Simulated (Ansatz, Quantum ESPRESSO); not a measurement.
## Ti (P6_3/mmc): electron–phonon coupling with Quantum ESPRESSO

Aim: mode couplings and λ of Ti (P6_3/mmc) by double-delta sums in Quantum ESPRESSO. The first relaxation steps of the session are not shown, so no cell shown is the starting entry, unless a step says so.

Method: DFT PBE, scalar-relativistic, plane waves, PAW; PAW set soft_1, in the first sound run; inputs show where later runs differ, in Ansatz 0.2.0 and Quantum ESPRESSO 7.5.

This is a report of a sequence of runs, with most program output left out.

### Step 1. The cell after earlier relaxation steps

It takes space group P6_3/mmc (No. 194, hexagonal). Conventional cell: a = 2.936 Å, b = 2.936 Å, c = 4.657 Å, α = 90.00°, β = 90.00°, γ = 120.00°. Nearest to Ti lie 12 Ti at 2.88 to 2.94 Å.

### Step 2. Relaxing tightly for phonons

Phonons are second derivatives about the minimum, so the remaining forces must be small: the thresholds are tightened. Earlier relaxation steps are not shown.

File input.yaml:

```yaml
crystal:
  lattice:
    - [2.936393668, 0.0, 0.0]
    - [-1.468196834, 2.542991512, 0.0]
    - [0.0, 0.0, 4.6567687998]
  atoms:
    - { symbol: Ti, position: [0.3333333333, 0.6666666667, 0.25] }
    - { symbol: Ti, position: [0.6666666667, 0.3333333333, 0.75] }
kpoints:
  mp_grid: { grid: [12, 12, 6] }
hamiltonian:
  xc: pbe
  pseudopotentials: { kind: paw, azcp: { folder: soft_1 } }
scf:
  occupations: { method: methfessel_paxton, width: 0.2 }
output:
  forces: true
  stress: true
  eigenvalues: true
relax:
  adjacent_minimum: "off"
  f_tol: 0.001
  max_steps: 60
  cell: { stress_tol: 0.01 }
```

On the command line:

```console
> ansatz run input.yaml --threads 4 --pin off --max-ram 12288MiB --backend cpu --events-out ev --progress --plain --runs-dir out
```

The job ended after 2 s (4 threads of Arm Neoverse V1, shared host; peak memory 0.35 GiB; 7.1 s of CPU time).

Little changed from the start: no atom moved by 0.005 Å and no cell edge by 0.1 %.

Numbers from this step:

| Quantity | Value |
| --- | --- |
| pressure | 0.001325 GPa |
| volume per atom | 17.38 Å³/atom |
| metallic on mesh | yes |
| gap on the k-mesh | 0 eV |

The largest force is now zero by symmetry and the largest stress component 0.0049 GPa.

### Step 3. Ground state with pw.x

ph.x needs a tightly converged ground state on the same k mesh; the cell is that of the step before.

This step: DFT PBE, scalar-relativistic, plane waves, GBRV ultrasoft pseudopotentials (Quantum ESPRESSO 7.5).

File pw.in:

```
&CONTROL
  calculation = 'scf'
  prefix      = 'x'
  outdir      = './tmp'
  pseudo_dir  = './pseudo'
  tprnfor     = .true.
  tstress     = .true.
/
&SYSTEM
  ibrav       = 4
  celldm(1)   = 5.55122153
  celldm(3)   = 1.58381149
  nat         = 2
  ntyp        = 1
  ecutwfc     = 45.0
  ecutrho     = 360.0
  occupations = 'smearing'
  smearing    = 'fd'
  degauss     = 0.00734986
  nbnd        = 22
/
&ELECTRONS
  conv_thr    = 1.0d-11
  mixing_beta = 0.5
/
ATOMIC_SPECIES
 Ti     47.8670  Ti.upf
ATOMIC_POSITIONS crystal
 Ti     0.333333333   0.666666667   0.250000000
 Ti     0.666666667   0.333333333   0.750000000
K_POINTS automatic
 12 12 6 0 0 0
```

On the command line:

```console
> OMP_NUM_THREADS=1 mpirun -n 4 pw.x -nk 4 -in pw.in > pw.x.log
```

Elapsed: 9.4 s, on 4 MPI ranks; 37 s of CPU time.

This step gave:

```yaml
pressure: 0.1837 GPa
```

With these potentials, mesh and smearing the cell is at 0.18 GPa.

### Step 4. Phonons and couplings with ph.x: Fermi–Dirac smearing of 0.1 eV

ph.x gives each mode's frequency and linewidth; λ of a mode follows from Gaussian double-delta sums over the k mesh, here at four widths.

File ph.in:

```
phonons and couplings
&INPUTPH
  prefix          = 'x'
  outdir          = './tmp'
  tr2_ph          = 1.0d-15
  fildyn          = 'x.dyn'
  fildvscf        = 'dvscf'
  ldisp           = .true.
  nq1             = 3
  nq2             = 3
  nq3             = 2
  electron_phonon = 'simple'
  el_ph_ngauss    = 0
  el_ph_sigma     = 0.00734986
  el_ph_nsigma    = 4
  alpha_mix(1)    = 0.5
  amass(1)        = 47.867
/
```

On the command line:

```console
> OMP_NUM_THREADS=1 mpirun -n 4 ph.x -nk 4 -in ph.in > ph.x.log
```

It took 30 min on 4 MPI ranks.

This step gave:

```yaml
highest_frequency_solved_or_plainly_interpolated: 275.8 cm⁻¹
omega_log_against_width: 13.49, 13.74, 14.65, 15.27 meV, at widths 0.1 to 0.4 eV
```

As ph.x prints them, no sum rule imposed; at the zone centre the sum is no linewidth. Double-delta sums:

| q1 | q2 | q3 | star | mode | omega (meV) | lambda_q, sigma 0.1 eV | lambda_q, sigma 0.2 eV | lambda_q, sigma 0.3 eV | lambda_q, sigma 0.4 eV | half width at sigma 0.2 (meV) |
| --- | --- | --- | --- | --- | --- | --- | --- | --- | --- | --- |
| 0 | 0 | 0 | 1 | 1 | 0.8403 | 0 | 0 | 0 | 0 | 8.27e-5 |
| 0 | 0 | 0 | 1 | 2 | 0.8403 | 0 | 0 | 0 | 0 | 8.27e-5 |
| 0 | 0 | 0 | 1 | 3 | 0.9117 | 0 | 0 | 0 | 0 | 8.27e-5 |
| 0 | 0 | 0 | 1 | 4 | 15.24 | 0.5723 | 0.3779 | 0.2687 | 0.2238 | 0.3048 |
| 0 | 0 | 0 | 1 | 5 | 15.24 | 0.5723 | 0.3779 | 0.2687 | 0.2238 | 0.3048 |
| 0 | 0 | 0 | 1 | 6 | 23.59 | 0.7008 | 0.4099 | 0.3002 | 0.2731 | 0.7924 |
| 0 | 0 | 0.5 | 1 | 1 | 11.22 | 0.0705 | 0.1384 | 0.138 | 0.1359 | 0.06059 |
| 0 | 0 | 0.5 | 1 | 2 | 11.22 | 0.0705 | 0.1384 | 0.138 | 0.1359 | 0.06059 |
| 0 | 0 | 0.5 | 1 | 3 | 11.22 | 0.0705 | 0.1384 | 0.138 | 0.1359 | 0.06059 |
| 0 | 0 | 0.5 | 1 | 4 | 11.22 | 0.0705 | 0.1384 | 0.138 | 0.1359 | 0.06059 |
| 0 | 0 | 0.5 | 1 | 5 | 23.24 | 0.024 | 0.0866 | 0.1005 | 0.0951 | 0.1624 |
| 0 | 0 | 0.5 | 1 | 6 | 23.24 | 0.024 | 0.0866 | 0.1005 | 0.0951 | 0.1624 |
| 0 | 0.3333 | 0 | 6 | 1 | 10.66 | 0.2873 | 0.2472 | 0.2382 | 0.2575 | 0.09752 |
| 0 | 0.3333 | 0 | 6 | 2 | 13 | 0.0999 | 0.1301 | 0.1554 | 0.1795 | 0.07639 |
| 0 | 0.3333 | 0 | 6 | 3 | 24.9 | 0.208 | 0.1294 | 0.121 | 0.1177 | 0.2787 |
| 0 | 0.3333 | 0 | 6 | 4 | 25.27 | 0.0411 | 0.0771 | 0.1099 | 0.135 | 0.1709 |
| 0 | 0.3333 | 0 | 6 | 5 | 26.09 | 0.0136 | 0.0222 | 0.027 | 0.0338 | 0.05252 |
| 0 | 0.3333 | 0 | 6 | 6 | 29.12 | 0.0349 | 0.0466 | 0.0578 | 0.0718 | 0.1371 |
| 0 | 0.3333 | 0.5 | 6 | 1 | 19.76 | 0.0089 | 0.0199 | 0.037 | 0.0543 | 0.02696 |
| 0 | 0.3333 | 0.5 | 6 | 2 | 19.76 | 0.0089 | 0.0199 | 0.037 | 0.0543 | 0.02696 |
| 0 | 0.3333 | 0.5 | 6 | 3 | 19.87 | 0.0588 | 0.067 | 0.0833 | 0.0947 | 0.09198 |
| 0 | 0.3333 | 0.5 | 6 | 4 | 19.87 | 0.0588 | 0.067 | 0.0833 | 0.0947 | 0.09198 |
| 0 | 0.3333 | 0.5 | 6 | 5 | 30.35 | 0.0321 | 0.0499 | 0.0687 | 0.0792 | 0.1596 |
| 0 | 0.3333 | 0.5 | 6 | 6 | 30.35 | 0.0321 | 0.0499 | 0.0687 | 0.0792 | 0.1596 |
| 0.3333 | 0.3333 | 0 | 2 | 1 | 21.2 | 0.1114 | 0.1534 | 0.1628 | 0.1595 | 0.2396 |
| 0.3333 | 0.3333 | 0 | 2 | 2 | 21.2 | 0.1114 | 0.1534 | 0.1628 | 0.1595 | 0.2396 |
| 0.3333 | 0.3333 | 0 | 2 | 3 | 23.55 | 0.3765 | 0.2563 | 0.2001 | 0.1773 | 0.4939 |
| 0.3333 | 0.3333 | 0 | 2 | 4 | 23.55 | 0.3765 | 0.2563 | 0.2001 | 0.1773 | 0.4939 |
| 0.3333 | 0.3333 | 0 | 2 | 5 | 27.03 | 0.0288 | 0.0502 | 0.0518 | 0.0553 | 0.1273 |
| 0.3333 | 0.3333 | 0 | 2 | 6 | 34.2 | 0.044 | 0.0387 | 0.0374 | 0.039 | 0.157 |
| 0.3333 | 0.3333 | 0.5 | 2 | 1 | 8.613 | 1.577 | 1.48 | 1.2 | 1.045 | 0.3814 |
| 0.3333 | 0.3333 | 0.5 | 2 | 2 | 8.613 | 1.577 | 1.48 | 1.2 | 1.045 | 0.3814 |
| 0.3333 | 0.3333 | 0.5 | 2 | 3 | 30.37 | 0.0344 | 0.0343 | 0.0347 | 0.0387 | 0.1098 |
| 0.3333 | 0.3333 | 0.5 | 2 | 4 | 30.37 | 0.0344 | 0.0343 | 0.0347 | 0.0387 | 0.1098 |
| 0.3333 | 0.3333 | 0.5 | 2 | 5 | 31.6 | 0.0746 | 0.0728 | 0.068 | 0.0695 | 0.2526 |
| 0.3333 | 0.3333 | 0.5 | 2 | 6 | 31.6 | 0.0746 | 0.0728 | 0.068 | 0.0695 | 0.2526 |

Mean over the q mesh without its centre; few wavevectors enter, so none of the widths can be taken as converged. Table of coupling constant λ, lambda by Gaussian width:

| Gaussian width (eV) | coupling constant λ, lambda |
| --- | --- |
| 0.100 | 0.852 |
| 0.200 | 0.85 |
| 0.300 | 0.831 |
| 0.400 | 0.847 |

λ runs from 0.852 at 0.1 eV to 0.847 at 0.4 eV.

### Step 5. Deformation potentials: PseudoDojo files, cutoff 1142.88 eV, Fermi–Dirac smearing of 0.1 eV

The exported deformation potentials allow the same Gaussian double-delta sums that other programs print.

This step: DFT PBE, scalar-relativistic, plane waves, PseudoDojo norm-conserving pseudopotentials (Ansatz 0.2.0).

File input.yaml:

```yaml
crystal:
  lattice:
    - [2.9375799284, 0.0, 0.0]
    - [-1.4687899642, 2.5440188436, 0.0]
    - [0.0, 0.0, 4.6525728535]
  atoms:
    - { symbol: Ti, position: [0.3333333333, 0.6666666667, 0.25] }
    - { symbol: Ti, position: [0.6666666667, 0.3333333333, 0.75] }
kpoints:
  mp_grid: { grid: [8, 8, 6] }
hamiltonian:
  xc: pbe
  pseudopotentials: { kind: nc, accuracy: standard }
scf:
  occupations: { method: fermi_dirac, width: 0.1 }
  n_extra_bands: 14
output:
  eigenvalues: true
basis:
  ecutwfc: 1142.878
phonons:
  method: dfpt
  qmesh: [2, 2, 2]
  temperatures: { t_max: 1000, t_step: 50 }
  qpath:
    path:
      - [[0.0, 0.0, 0.0], [0.5, 0.0, 0.0], [0.33333333, 0.33333333, 0.0], [0.0, 0.0, 0.0], [0.0, 0.0, 0.5], [0.5, 0.0, 0.5], [0.33333333, 0.33333333, 0.5], [0.0, 0.0, 0.5]]
      - [[0.5, 0.0, 0.5], [0.5, 0.0, 0.0]]
      - [[0.33333333, 0.33333333, 0.5], [0.33333333, 0.33333333, 0.0]]
    npoints: 10
  electron_phonon_deformation_potentials: { window_half_width: 2.5 }
```

On the command line:

```console
> ansatz run input.yaml --threads 4 --pin off --max-ram 12288MiB --backend cpu --events-out ev --progress --plain --runs-dir out
```

Run time: 69 s. Hardware: 4 threads; peak memory 2.2 GiB.

This step gave:

```yaml
zero_point_energy: 0.06597 eV/cell
share_of_imaginary_modes_in_the_plain_interpolation_between_solved_wavevectors: 0
highest_frequency_solved_or_plainly_interpolated: 264.1 cm⁻¹
debye_temperature_second_moment: 343 K
```

Allen's double-delta sum on the run's k mesh, delta = exp(-(x/sigma)^2)/(sigma sqrt(pi)); at the zone centre the sum is no linewidth. Double-delta sums:

| q1 | q2 | q3 | star | mode | omega (meV) | lambda_q, sigma 0.05 eV | lambda_q, sigma 0.1 eV | lambda_q, sigma 0.2 eV | lambda_q, sigma 0.3 eV | lambda_q, sigma 0.4 eV | half width at sigma 0.2 (meV) | <D²> at sigma 0.2 ((eV/Å)²) | nesting at sigma 0.2 (1/eV²) |
| --- | --- | --- | --- | --- | --- | --- | --- | --- | --- | --- | --- | --- | --- |
| 0 | 0 | 0 | 1 | 1 | -3.07e-7 | - | - | - | - | - | 4.98e-5 | 1.35e-4 | 2.682 |
| 0 | 0 | 0 | 1 | 2 | -1.76e-7 | - | - | - | - | - | 4.98e-5 | 1.35e-4 | 2.682 |
| 0 | 0 | 0 | 1 | 3 | -7.95e-8 | - | - | - | - | - | 4.98e-5 | 1.35e-4 | 2.682 |
| 0 | 0 | 0 | 1 | 4 | 15.05 | 2.984 | 1.406 | 0.521 | 0.3077 | 0.238 | 0.3678 | 0.9999 | 2.682 |
| 0 | 0 | 0 | 1 | 5 | 15.05 | 2.984 | 1.406 | 0.521 | 0.3077 | 0.238 | 0.3678 | 0.9999 | 2.682 |
| 0 | 0 | 0 | 1 | 6 | 23.61 | 0.1378 | 0.314 | 0.3504 | 0.3047 | 0.2742 | 0.6091 | 1.656 | 2.682 |
| 0 | 0 | -0.5 | 1 | 1 | 11.38 | 0.02268 | 0.1568 | 0.1604 | 0.1379 | 0.1317 | 0.06481 | 0.3039 | 1.555 |
| 0 | 0 | -0.5 | 1 | 2 | 11.38 | 0.02268 | 0.1568 | 0.1604 | 0.1379 | 0.1317 | 0.06481 | 0.3039 | 1.555 |
| 0 | 0 | -0.5 | 1 | 3 | 11.38 | 0.02268 | 0.1568 | 0.1604 | 0.1379 | 0.1317 | 0.06481 | 0.3039 | 1.555 |
| 0 | 0 | -0.5 | 1 | 4 | 11.38 | 0.02268 | 0.1568 | 0.1604 | 0.1379 | 0.1317 | 0.06481 | 0.3039 | 1.555 |
| 0 | 0 | -0.5 | 1 | 5 | 23.73 | 4.89e-4 | 0.02631 | 0.07064 | 0.08314 | 0.08876 | 0.124 | 0.5817 | 1.555 |
| 0 | 0 | -0.5 | 1 | 6 | 23.73 | 4.89e-4 | 0.02631 | 0.07064 | 0.08314 | 0.08876 | 0.124 | 0.5817 | 1.555 |
| 0 | -0.5 | 0 | 3 | 1 | 12.77 | 0.01278 | 0.2563 | 0.3005 | 0.2577 | 0.2517 | 0.1528 | 0.8956 | 1.244 |
| 0 | -0.5 | 0 | 3 | 2 | 14.51 | 0.002218 | 0.05839 | 0.188 | 0.2246 | 0.2599 | 0.1235 | 0.7235 | 1.244 |
| 0 | -0.5 | 0 | 3 | 3 | 25.95 | 8.42e-6 | 0.009804 | 0.04507 | 0.07034 | 0.09372 | 0.09466 | 0.5548 | 1.244 |
| 0 | -0.5 | 0 | 3 | 4 | 27.98 | 0.7053 | 0.2211 | 0.07257 | 0.05346 | 0.05048 | 0.1771 | 1.038 | 1.244 |
| 0 | -0.5 | 0 | 3 | 5 | 28.08 | 0.005163 | 0.08433 | 0.1111 | 0.1151 | 0.1273 | 0.2732 | 1.601 | 1.244 |
| 0 | -0.5 | 0 | 3 | 6 | 30.3 | 0.1465 | 0.06274 | 0.08187 | 0.08645 | 0.09187 | 0.2343 | 1.373 | 1.244 |
| 0 | -0.5 | -0.5 | 3 | 1 | 21.52 | 2.27e-6 | 0.008286 | 0.0435 | 0.07102 | 0.09207 | 0.06281 | 0.7645 | 0.5989 |
| 0 | -0.5 | -0.5 | 3 | 2 | 21.52 | 2.27e-6 | 0.008286 | 0.0435 | 0.07102 | 0.09207 | 0.06281 | 0.7645 | 0.5989 |
| 0 | -0.5 | -0.5 | 3 | 3 | 21.61 | 1.08e-5 | 0.01712 | 0.04989 | 0.05992 | 0.06885 | 0.07263 | 0.8841 | 0.5989 |
| 0 | -0.5 | -0.5 | 3 | 4 | 21.61 | 1.08e-5 | 0.01712 | 0.04989 | 0.05992 | 0.06885 | 0.07263 | 0.8841 | 0.5989 |
| 0 | -0.5 | -0.5 | 3 | 5 | 32.41 | 3.96e-6 | 0.01343 | 0.06008 | 0.07475 | 0.0846 | 0.1968 | 2.395 | 0.5989 |
| 0 | -0.5 | -0.5 | 3 | 6 | 32.41 | 3.96e-6 | 0.01343 | 0.06008 | 0.07475 | 0.0846 | 0.1968 | 2.395 | 0.5989 |

Mean over the q mesh without its centre; few wavevectors enter, so none of the widths can be taken as converged. The coupling constant λ, lambda by Gaussian width:

| Gaussian width (eV) | coupling constant λ, lambda |
| --- | --- |
| 0.050 | 0.387 |
| 0.100 | 0.427 |
| 0.200 | 0.586 |
| 0.300 | 0.625 |
| 0.400 | 0.686 |

Among the solved wavevectors the lowest mode, translations apart, is 91.8 cm⁻¹, so these are real on this k mesh.

### Step 6. Ground state with pw.x

This step: DFT PBE, scalar-relativistic, plane waves, PseudoDojo 0.4.1 norm-conserving pseudopotentials (Quantum ESPRESSO 7.5).

Edit pw.in of step 3 so:

```diff
@@ -14,4 +14,4 @@
   ntyp        = 1
-  ecutwfc     = 45.0
-  ecutrho     = 360.0
+  ecutwfc     = 84.0
+  ecutrho     = 336.0
   occupations = 'smearing'
@@ -31,2 +31,2 @@
 K_POINTS automatic
- 12 12 6 0 0 0
+ 8 8 6 0 0 0
```

On the command line:

```console
> OMP_NUM_THREADS=1 mpirun -n 4 pw.x -nk 4 -in pw.in > pw.x.log
```

The job ended after 12 s (4 MPI ranks; 46 s of CPU time).

This step gave:

| Property | Result |
| --- | --- |
| pressure | 0.3143 GPa |

With these potentials, mesh and smearing the cell is at 0.31 GPa.

### Step 7. Phonons and couplings with ph.x: Fermi–Dirac smearing of 0.1 eV (run 2)

Edit ph.in of step 4 so:

```diff
@@ -8,4 +8,4 @@
   ldisp           = .true.
-  nq1             = 3
-  nq2             = 3
+  nq1             = 2
+  nq2             = 2
   nq3             = 2
```

On the command line:

```console
> OMP_NUM_THREADS=1 mpirun -n 4 ph.x -nk 4 -in ph.in > ph.x.log
```

Elapsed: 18 min, on 4 MPI ranks.

The run was cut off at its time limit.

The run did not finish in the time allowed, so it gives no couplings or resistivity.

### Step 8. Outcome

```
phonon run of the rows without a label of their own                                              : PBE, q 2×2×2, k 8×8×6
softest mode on the q mesh                                                                       : 91.8 cm⁻¹ at q = (0, 0, 0.5)
highest frequency, solved or plainly interpolated                                                : 264 cm⁻¹
coupling λ by Gaussian sums at 0.2 eV, Quantum ESPRESSO, GBRV, cutoff 612 eV, q 3×3×2, k 12×12×6 : 0.85
coupling λ by Gaussian sums at 0.2 eV, Ansatz, PseudoDojo, cutoff 1143 eV, q 2×2×2, k 8×8×6      : 0.586
```

**Reading.** Under gradient-corrected functionals ph.x can misplace modes where the density is low; no frozen-phonon run checks these frequencies. In the last run that gave them, λ from the Gaussian sums still varies by a factor of 1.6 between widths of 0.1 and 0.4 eV; these sums hold few wavevectors and leave out the zone centre.

[Logs are printed without paths, hosts, clocks, repeated set-up lines and the standing remarks that a program may print on its own settings, such as how far it seeks lower states.]

[Hosts, paths, dates, database ids (printed as entryN), source tags and the programs' standing remarks are cut or masked in the printed files.]
